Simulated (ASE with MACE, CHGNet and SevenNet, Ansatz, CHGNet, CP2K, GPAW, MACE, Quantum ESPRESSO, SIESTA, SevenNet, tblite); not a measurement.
**Random packing of B74C26 (at. %) (103 atoms) in machine-learned potentials**

Aim: run random packing of B74C26 (at. %) (103 atoms) in machine-learned potentials and see how near its forces come to a plane-wave reference, and at what cost.

Method: the method is named at each step, in ASE with MACE, CHGNet and SevenNet.

### Step 1. The structure

The cell holds 103 atoms: 76 B and 27 C. Its edges and angles: a = 9.542 Å, b = 9.542 Å, c = 9.542 Å, α = 90.0°, β = 90.0°, γ = 90.0°. 103 atoms (76 B, 27 C) packed at random in a cube at 2.19 g/cm³ and pushed apart as soft spheres; a start for melting by ab initio MD, not an equilibrated structure. Then every atom was moved at random, 0.05 Å r.m.s. a Cartesian component.

The yardstick, on the same geometry:

```
method                 : Kohn-Sham DFT, PBE, PAW, plane waves (Ansatz 0.2.0); cutoff 420 eV, Γ point, fermi-dirac smearing of 0.05 eV; PAW set soft_2
r.m.s. force component : 1.347 eV/Å
longest force          : 5.655 eV/Å
pressure               : -21.56 GPa
SCF cycles             : 8
time                   : 14 s on 4 threads of Arm Neoverse N1, shared host
CPU time               : 52 s
```

### Step 2. MACE MP-0b2 small potential

Method: machine-learned interatomic potential MACE MP-0b2 small, trained on PBE(+U) plane-wave data.

run.py

```python
import numpy as np
from ase.io import read
import mlip  # loads the published weights by name

atoms = read("structure.xyz")
atoms.calc = mlip.calc("mace-mp-0b2-small")
energy = atoms.get_potential_energy()
forces = atoms.get_forces()
print(f"energy {energy:.6f} eV")
print("forces (eV/A)")
for i, (a, f) in enumerate(zip(atoms, forces)):
    print(f"{i:4d} {a.symbol:2s} {f[0]:10.5f} {f[1]:10.5f} {f[2]:10.5f}")
stress = -atoms.get_stress(voigt=False) * 160.21766
print("stress (GPa, compression positive)")
for row in stress:
    print(" ".join(f"{x:10.4f}" for x in row))
```

structure.xyz

```xyz
103
Lattice="9.54210 0.00000 0.00000 0.00000 9.54210 0.00000 0.00000 0.00000 9.54210" Properties=species:S:1:pos:R:3 pbc="T T T"
B 4.60826 4.75273 1.51424
B 6.40323 0.45621 0.91785
B 6.95810 5.76839 1.45507
B 5.74692 6.87270 2.34640
B 8.13932 0.83932 8.72320
B 3.68325 9.34925 8.98255
B 0.46833 1.51252 3.19508
B 2.57179 6.16735 1.05564
B 1.65059 1.48084 0.08168
B 6.48624 1.23599 3.73096
B 5.48509 0.31479 6.85371
B 2.45117 4.77086 4.94395
B 3.81903 0.18989 1.93304
B 4.43708 2.05002 3.31349
B 8.76308 3.12704 9.20927
B 2.78601 5.25493 2.81158
B 7.77481 9.04200 5.69062
B 9.24248 4.62506 4.22352
B 3.46626 6.23920 6.78004
B 7.43616 2.98811 8.03464
B 8.42472 1.75718 0.76241
B 3.66006 2.72589 9.14419
B 5.38060 3.27284 2.71893
B 4.00005 6.66678 2.38543
B 1.82550 3.06445 5.09023
B 0.53197 7.36297 3.14641
B 1.94907 2.70614 7.01115
B 2.07083 6.88548 8.29399
B 4.36246 5.40598 4.97315
B 2.30098 1.14248 2.42856
B 8.70383 3.99671 7.68483
B 4.23717 1.37072 8.06832
B 2.58114 4.89767 6.71678
B 8.45401 7.18472 0.45001
B 1.19314 0.04685 3.42361
B 0.43751 1.08914 5.54615
B 2.66902 7.70191 2.08924
B 6.90552 3.82495 4.52830
B 7.44656 5.91820 6.95333
B 4.20492 2.59717 1.36805
B 1.97187 6.96344 6.16649
B 2.08428 8.75908 4.59109
B 6.32947 4.88069 6.37851
B 2.45871 4.60282 9.03169
B 0.49218 2.45785 1.37664
B 7.76765 2.57589 3.42638
B 8.65898 7.88826 4.16608
B 1.73494 8.47997 7.91584
B 9.09744 3.58907 1.75021
B 0.74486 4.10148 8.81041
B 8.57367 8.77005 2.46272
B 0.99505 5.11409 3.08363
B 0.44209 8.77549 8.82606
B 5.26552 1.97684 6.40991
B 4.88059 0.87358 0.11880
B 1.56214 4.77725 1.11251
[... 43 atom lines left out ...]
C 6.85943 7.08949 8.08235
C 1.80556 0.30182 6.99216
C 0.65917 7.66832 5.38022
C 5.29090 5.04205 3.42351
```

The run is started by

```console
> OMP_NUM_THREADS=1 python run.py > output.txt
```

Log:

```text
energy -578.856164 eV
forces (eV/A)
   0 B    -0.85604    1.10464    1.08016
   1 B    -1.47505    0.56726   -0.33458
   2 B     0.51555   -1.19863   -0.13234
   3 B     0.67020   -2.42961    0.75861
   4 B    -0.43423   -0.64144   -0.03058
   5 B     1.46780    0.78245   -0.53055
   6 B    -0.34208    1.13246   -1.42697
   7 B     1.73429    0.65576   -0.46694
   8 B    -0.59139    0.50311    0.73985
   9 B    -0.25039   -0.79199   -1.12432
  10 B    -1.66508    0.69967    0.64515
  11 B     0.89663    0.54075   -0.50888
  12 B     0.46484    0.06461   -0.29526
  13 B    -0.71960    0.07407    1.71477
  14 B     0.79773    0.28239   -0.20930
  15 B     0.08085    0.82202   -1.86613
  16 B     2.21824   -2.24963    0.08369
  17 B    -1.30695    2.51132    0.91806
  18 B     2.37725    1.21465    0.87475
  19 B    -1.92822    0.14565    0.34203
  20 B     0.69647   -1.42589   -0.43203
  21 B    -0.41735   -0.20487   -1.06862
  22 B     0.08206    1.55169    0.50846
  23 B    -0.95108   -1.12540   -0.42828
[...]
95 C    -1.23981    0.01947    2.08038
  96 C     1.67981    3.32535   -0.84309
  97 C     2.90745    1.25328   -0.86214
  98 C     0.91491    0.61203    1.05155
  99 C     3.03993    2.40144   -2.17306
 100 C     0.35080   -0.10288   -2.27989
 101 C     0.72037   -1.80160   -0.10426
 102 C     0.04838   -2.76330    1.10979
stress (GPa, compression positive)
  -23.8586     2.7452     1.1458
    2.7452   -26.1063     2.7682
    1.1458     2.7682   -33.8292
```

Elapsed: 10 s, on 1 thread of Arm Neoverse N1, shared host; peak memory 0.74 GiB.

Banners, paths, timers and routine set-up lines are dropped from the logs unmarked, and long logs keep their key lines alone; longer cuts are marked.

Numbers from this run, and their distance from the reference:

```
r.m.s. force component                  : 1.423 eV/Å
r.m.s. difference of force components   : 701.5 meV/Å
longest difference of force vectors     : 2454 meV/Å
force difference over r.m.s. force      : 52.07 %
slope of forces against the reference's : 0.9221
correlation of force components         : 0.8731
pressure                                : -27.93 GPa
pressure difference                     : -6.375 GPa
```

Length of the force difference by element (eV/Å):

```
element  atoms  mean  most
      B     76   1.1   2.5
      C     27   1.3   2.2
```

Local excerpt of 11 atoms (numbers count through the whole input) about B49, which bears the longest force; x, y, z are measured from there.

```
atom      x      y      z  distance (Å)     Fx     Fy  Fz (eV/Å)
 B49   0.00   0.00   0.00          0.00  -5.27   3.69       0.08
 B45   0.94  -1.13  -0.37          1.52   3.82  -4.52      -0.17
 B57  -1.79   0.40  -0.10          1.84  -0.74   0.33      -0.52
 B68  -0.98   1.34   0.96          1.92   2.40   0.39      -0.58
 B15  -0.33  -0.46  -2.08          2.16   0.80   0.28      -0.21
 B21  -0.67  -1.83  -0.99          2.19   0.70  -1.43      -0.43
 B72   0.02   1.48  -1.71          2.26   0.04   0.15       0.44
 B46  -1.33  -1.01   1.68          2.37  -0.83   0.38       0.22
 B56   2.01   1.19  -0.64          2.42   1.12   0.49       0.47
 B64   0.34   2.40  -0.14          2.43   0.98   0.62       1.10
 B52   1.44   1.53   1.33          2.49   0.52  -2.00      -0.22
```

Atoms are counted from 1 here, from 0 in the log.

Forces lie 52 % from the reference's, at 0.20 times its CPU time (on 1 against 4 cores).

### Step 3. CHGNet 0.3.0 potential

Method: machine-learned interatomic potential CHGNet 0.3.0, trained on PBE(+U) plane-wave data.

Edit run.py of step 2 so:

```diff
@@ -5,3 +5,3 @@
 atoms = read("structure.xyz")
-atoms.calc = mlip.calc("mace-mp-0b2-small")
+atoms.calc = mlip.calc("chgnet-0.3.0")
 energy = atoms.get_potential_energy()
```

structure.xyz is that of step 2.

Log:

```text
CHGNet v0.3.0 initialized with 412,525 parameters
CHGNet will run on cpu
energy -587.293152 eV
forces (eV/A)
   0 B     0.16259    1.44508    2.69037
   1 B    -0.90810    0.80373   -0.44165
   2 B     0.25283   -0.48425    0.51292
   3 B     1.65785   -1.70413    0.21170
   4 B    -0.06029   -0.10420    0.41415
   5 B     0.82981   -0.32151   -1.14718
   6 B    -0.69967    0.04972   -0.22813
   7 B     2.29961    1.49465   -0.69009
   8 B    -0.71694    0.74815    1.14389
   9 B     0.57167   -0.86767   -0.69734
  10 B    -1.26124   -0.27973    0.46264
  11 B     0.40734    0.27206   -1.05258
  12 B    -0.80991   -0.79086    0.45286
  13 B    -1.56732   -0.56768    2.23862
  14 B     0.59413   -0.35041    0.12254
  15 B     0.63755    0.54261   -2.04299
  16 B     0.33053   -2.40410    0.06475
  17 B    -0.62072    1.19022    1.03034
  18 B     2.87209    1.22592    1.17489
  19 B    -1.76393   -0.06329    1.10378
  20 B     0.34586   -1.06181   -1.10578
  21 B    -0.36345   -0.11499   -0.82286
  22 B    -0.22397    3.21144    0.20487
  23 B    -0.87282   -1.28176    0.03284
[...]
95 C    -0.84937   -0.15572    0.27287
  96 C     2.16835    4.05461   -1.80096
  97 C     2.30434    2.60950   -1.30042
  98 C     0.42655   -1.25092    0.19559
  99 C     1.48599    2.25695   -2.13542
 100 C    -0.53616   -0.63124   -1.22192
 101 C     0.70792   -1.42008   -0.46708
 102 C    -1.78951   -1.71826    0.26842
stress (GPa, compression positive)
  -17.8945     4.4004     2.0060
    4.4004   -20.4295     4.1638
    2.0060     4.1638   -25.7209
```

Run time: 7.9 s. Hardware: 1 thread; peak memory 2.5 GiB.

Against the reference:

```
r.m.s. force component                  : 1.408 eV/Å
r.m.s. difference of force components   : 680.4 meV/Å
longest difference of force vectors     : 2268 meV/Å
force difference over r.m.s. force      : 50.5 %
slope of forces against the reference's : 0.9186
correlation of force components         : 0.879
pressure                                : -21.35 GPa
pressure difference                     : 0.2078 GPa
```

Against the first run (52 %), the force difference from the reference is 51 %, at 0.77 times the CPU time.

### Step 4. SevenNet l3i5 potential

Method: machine-learned interatomic potential SevenNet l3i5, trained on PBE(+U) plane-wave data.

Edit run.py of step 3 so:

```diff
@@ -5,3 +5,3 @@
 atoms = read("structure.xyz")
-atoms.calc = mlip.calc("chgnet-0.3.0")
+atoms.calc = mlip.calc("7net-l3i5")
 energy = atoms.get_potential_energy()
```

structure.xyz is that of step 3.

Log:

```text
energy -574.453552 eV
forces (eV/A)
   0 B     0.21940    1.12508    1.73066
   1 B    -1.55156    0.43515    0.55576
   2 B    -0.13576   -1.23865    0.89319
   3 B     1.67595   -2.29900    1.09099
   4 B     0.03684   -0.13186   -0.76617
   5 B     0.35981    0.07064   -0.73513
   6 B     0.01994    1.07760   -1.24117
   7 B     1.07701    0.82285   -1.63430
   8 B    -0.22082    0.19285    1.05053
   9 B    -0.29545   -1.56627   -0.66809
  10 B    -0.73587    0.00032    0.97430
  11 B     0.67472    0.54859   -0.38579
  12 B    -1.21130   -0.55768    1.00524
  13 B    -1.68688   -0.01821    2.78078
  14 B     0.49297   -0.17362   -0.49908
  15 B     0.59385    0.65001   -1.36486
  16 B     0.38850   -2.68652   -0.01921
  17 B    -1.08372    1.43164    1.30097
  18 B     3.09797    1.12859    0.78694
  19 B    -2.09505   -0.48500    0.07666
  20 B     0.39765   -2.42824   -0.40593
  21 B    -0.86741    0.11701   -0.19008
  22 B     0.58465    3.02654   -0.92738
  23 B    -1.05142   -0.52736    0.08989
[...]
95 C    -1.04833    0.34277    0.98367
  96 C     1.21775    2.77934   -0.76426
  97 C     2.97735    3.08937    0.03207
  98 C     1.24945   -1.45585    0.31279
  99 C     1.43390    2.19313   -2.84313
 100 C    -0.28649   -1.52433   -1.14601
 101 C     0.63166   -1.44207   -0.06118
 102 C    -1.13963   -2.43982    1.26999
stress (GPa, compression positive)
  -18.7083     3.6175     1.5436
    3.6175   -22.2005     3.6252
    1.5436     3.6252   -28.9330
```

Elapsed: 22 s, on 1 thread; peak memory 2.3 GiB.

Compared with the plane-wave run:

- r.m.s. force component: 1.451 eV/Å
- r.m.s. difference of force components: 643.9 meV/Å
- longest difference of force vectors: 2568 meV/Å
- force difference over r.m.s. force: 47.79 %
- slope of forces against the reference's: 0.9654
- correlation of force components: 0.8967
- pressure: -23.28 GPa
- pressure difference: -1.724 GPa

Against the first run (52 %), the force difference from the reference is 48 %, at 2.1 times the CPU time.

### Step 5. The ladder

Differences are against the plane-wave reference, forces as r.m.s. over components; share is that over the reference's r.m.s. force, slope the least-squares factor from reference forces to these. Total energies of different programs have different zeros and aren't compared.

```
                        run  Δ force, r.m.s. (meV/Å)  share (%)  slope  Δ pressure (GPa)  cores  CPU time  memory (GiB)
                  reference                        -          -      -                 -      4      52 s          1.00
MACE MP-0b2 small potential                      702       52.1  0.922             -6.38      1      10 s          0.74
     CHGNet 0.3.0 potential                      680       50.5  0.919             0.208      1     7.9 s           2.5
    SevenNet l3i5 potential                      644       47.8  0.965             -1.72      1      22 s           2.3
```

Times of the machine-learned potentials are mostly Python's start and the loading of weights.

CPU time is summed over cores on a shared host, where runs went side by side, so it is rough. Symmetry, cutoffs, thresholds, outputs and thread counts weren't matched or tuned between programs; memory under MPI is the largest rank's times the ranks.

A second geometry, displaced anew (every atom was moved at random, 0.08 Å r.m.s. a Cartesian component), gives an energy difference that all programs can be tested on. The reference puts it at -3.534 meV/atom.

```
                        run  energy less the first geometry's (meV/atom)  error (meV/atom)  force share at the second geometry (%)
MACE MP-0b2 small potential                                       -7.735             -4.20                                    51.5
     CHGNet 0.3.0 potential                                       -14.91             -11.4                                    48.6
    SevenNet l3i5 potential                                       -4.908             -1.37                                    47.1
```

### Step 6. Results

- nearest in forces: SevenNet l3i5 potential, 48 %
- its CPU time: 22 s

Machine-learned potentials differ by 48 % (SevenNet l3i5 potential) to 52 % (MACE MP-0b2 small potential); they were trained on other programs' data. The energy difference between the two geometries, -3.53 meV/atom in the reference, is met best by SevenNet l3i5 potential (-1.37) and worst by CHGNet 0.3.0 potential (-11.4). Machine-learned potentials mimic data converged in k, so the reference's own k-point error enters their differences. The reference's stress is far from hydrostatic: its diagonal is -18.2, -20.8, -25.7 GPa, compression counted positive. The reference's pressure of -22 GPa says that the cell would shrink at this level of theory. The electronic-structure runs sample only Γ, in a cell whose shortest periodic width is 10 Å, which is coarse for a cell with partly filled levels.

[Also dropped from logs without a mark: logging warnings of Python, and SIESTA's first energy breakdown and zero terms.]

[Logs are printed without paths, hosts, clocks, repeated set-up lines and the standing remarks that a program may print on its own settings, such as how far it seeks lower states.]

[Hosts, paths, dates, database ids (printed as entryN), source tags and the programs' standing remarks are cut or masked in the printed files.]
